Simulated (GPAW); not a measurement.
# Screening of a field by Sc2NS2 MXene monolayer, part 3 of 3

Aim: the dipole that a field along the normal induces in Sc2NS2 MXene monolayer.

GPAW 26.7.0; GPAW, PAW setups; layer in a repeated cell with vacuum, relaxation of atoms and in-plane cell (the session's first sound run).

So far. Step 9 (Field on): The dipole is now 0.0819 e Å, against -5.7e-4 in the run without a field.

## 10. In a field (continued)

Level of this step: GPAW, PAW setups; slab in vacuum (GPAW).

Electrostatic potential energy of an electron (without an applied field's), less the Fermi level, planar mean against z:

```
z (Å)  electrostatic potential energy of an electron (without an applied field's), less the Fermi level, planar mean (eV)
  0.0                                                                                                                6.80
  0.5                                                                                                                7.98
  1.0                                                                                                                7.98
  1.5                                                                                                                7.98
  2.0                                                                                                                7.98
  2.5                                                                                                                7.98
  3.0                                                                                                                7.98
  3.5                                                                                                                7.97
  4.0                                                                                                                7.97
  4.5                                                                                                                7.97
  5.0                                                                                                                7.97
  5.5                                                                                                                7.97
  6.0                                                                                                                7.97
  6.5                                                                                                                7.96
  7.0                                                                                                                7.89
  7.5                                                                                                                7.55
  8.0                                                                                                                5.91
  8.5                                                                                                               -1.32
  9.0                                                                                                               -14.9
  9.5                                                                                                               -4.15
 10.0                                                                                                               -3.17
 10.5                                                                                                               -12.1
 11.0                                                                                                               -9.72
 11.5                                                                                                               -3.90
 12.0                                                                                                               -9.63
 12.5                                                                                                               -4.27
 13.0                                                                                                               -12.0
 13.5                                                                                                               -11.5
 14.0                                                                                                               -3.48
 14.5                                                                                                               -7.62
 15.0                                                                                                               -15.6
 15.5                                                                                                               -1.24
 16.0                                                                                                                4.21
 16.5                                                                                                                5.35
 17.0                                                                                                                5.57
 17.5                                                                                                                5.61
 18.0                                                                                                                5.62
 18.5                                                                                                                5.62
 19.0                                                                                                                5.62
 19.5                                                                                                                5.62
 20.0                                                                                                                5.62
 20.5                                                                                                                5.62
 21.0                                                                                                                5.62
 21.5                                                                                                                5.62
 22.0                                                                                                                5.62
 22.5                                                                                                                5.62
 23.0                                                                                                                5.62
 23.5                                                                                                                5.69
```

The dipole is now 0.123 e Å, against -5.7e-4 in the run without a field.

## 11. The series

The members are put on one axis.

This step: induced dipole against applied field (GPAW 26.7.0).

Dipole along the normal against field:

| field (V/Å) | dipole along the normal (e·Å) |
| --- | --- |
| -0.200 | -0.0819 |
| -0.100 | -0.0410 |
| -0.050 | -0.0205 |
| 0.000 | -5.7e-4 |
| 0.050 | 0.0205 |
| 0.100 | 0.0410 |
| 0.200 | 0.0819 |
| 0.300 | 0.123 |

## 12. A changed run

One more run, with changed settings.

This step: GPAW, PAW setups; slab in vacuum (GPAW 26.7.0).

The input, run.py:

```python
import json
import numpy as np
from ase import Atoms
from gpaw import GPAW, PW

slab = Atoms(
    ['S', 'Sc', 'N', 'Sc', 'S'],
    positions=[
        [-0.00000, 1.90707, 9.00000],
        [1.65157, 0.95354, 10.67506],
        [-0.00000, 0.00000, 11.95423],
        [-0.00000, 1.90707, 13.23340],
        [1.65157, 0.95354, 14.90846]],
    cell=[[3.30314, -0.0, 0.0], [-1.65157, 2.86061, 0.0], [0.0, 0.0, 23.9085]],
    pbc=[True, True, False])

slab.calc = GPAW(mode=PW(500), xc='PBE', kpts={'size': (12, 12, 1), 'gamma': True},
                 occupations={'name': 'fermi-dirac', 'width': 0.05}, nbands='160%',
                 convergence={'density': 1e-05}, maxiter=100,
                 poissonsolver={'dipolelayer': 'xy'},
                 symmetry={'tolerance': 1e-3}, txt='slab.txt')
result = {}
energy = slab.get_potential_energy()
fermi = slab.calc.get_fermi_level()
v = slab.calc.get_electrostatic_potential().mean((0, 1)) - fermi
n = slab.calc.get_pseudo_density().mean((0, 1))
L = slab.cell[2, 2]
z = np.arange(len(v)) * L / len(v)
low, high = slab.positions[:, 2].min(), slab.positions[:, 2].max()
below, above = np.interp([low - 1.0, high + 1.0], z, v)
slopes = [np.interp(x, z, np.gradient(v, z)) for x in (low - 1.0, high + 1.0)]
eps = np.array([[slab.calc.get_eigenvalues(k, s) for k in range(len(slab.calc.get_ibz_k_points()))]
                for s in range(slab.calc.get_number_of_spins())]) - fermi
top, bottom = eps[eps < 0].max(), eps[eps > 0].min()
dipole = slab.get_dipole_moment()[2]
print(f'energy {energy:.4f} eV, Fermi level {fermi:.4f} eV, dipole {dipole:.5f} e A')
print(f'potential 1.0 A off the faces, from the Fermi level: lower {below:.4f} eV, upper {above:.4f} eV')
print(f'slope of the potential there: lower {slopes[0]:.5f}, upper {slopes[1]:.5f} eV/A')
print(f'nearest levels on the mesh: {top:.4f} and {bottom:.4f} eV')
print('magnetic moment', round(slab.get_magnetic_moment(), 3))
result.update(energy=energy, fermi=fermi, dipole=dipole, below=below, above=above, slopes=slopes, edges=[top, bottom],
              z=z.tolist(), v=v.tolist(), n=n.tolist(), positions=slab.positions.tolist(),
              forces=slab.get_forces(apply_constraint=False).tolist(), moments=slab.get_magnetic_moments().tolist())
json.dump(result, open('result.json', 'w'))
```

On the command line:

```sh
$ OMP_NUM_THREADS=1 OPENBLAS_NUM_THREADS=1 python run.py
```

Log:

```text
energy -32.3790 eV, Fermi level -2.2002 eV, dipole -0.00057 e A
potential 1.0 A off the faces, from the Fermi level: lower 4.8064 eV, upper 4.8171 eV
slope of the potential there: lower -6.44923, upper 6.44999 eV/A
nearest levels on the mesh: -0.0178 and 0.0629 eV
magnetic moment 0.0
```

Run time: 90 s. Hardware: 1 thread of Arm Neoverse V1, shared host; peak memory 0.28 GiB.

The run finished. A setting was moved off its sound value on purpose, so it serves as a test and not as the result.

The fault put into the input: the potential probed 1 A off the face (probe = 1.0).

## 13. What came out

| Item | Value |
| --- | --- |
| work function, upper and lower face | 6.800 and 6.789 eV |
| dipole along the normal | -5.7e-4 e Å |
| induced dipole per field | 0.409 e Å per V/Å |
| out-of-plane polarisability per area, α/(ε0 A) | 7.84 Å |

The field induces 0.409 e Å per V/Å, a polarisable thickness α/(ε0 A) of 7.84 Å beside 5.91 Å between the outermost nuclei. A perfect conductor would give the distance between its two image planes; a dielectric of thickness t gives t(1 - 1/ε). The induced dipole is linear in the field over this range. The starting lattice was a guess from atomic radii; the relaxation moved it by 5 %. The small printed dipole stands for a step of 11 meV from the lower to the upper face, and the probes find 11 meV; values this small are near the numerical noise of both. The cell holds an odd number of electrons, so without spin polarisation it must come out metallic and without a moment, whatever its true state. The layer's cell and atoms come from the relaxation; spin-orbit coupling and temperature are left out.

[Logs are printed without paths, hosts, clocks, repeated set-up lines and the standing remarks that a program may print on its own settings, such as how far it seeks lower states.]

[Hosts, paths, dates, database ids (printed as entryN), source tags and the programs' standing remarks are cut or masked in the printed files.]
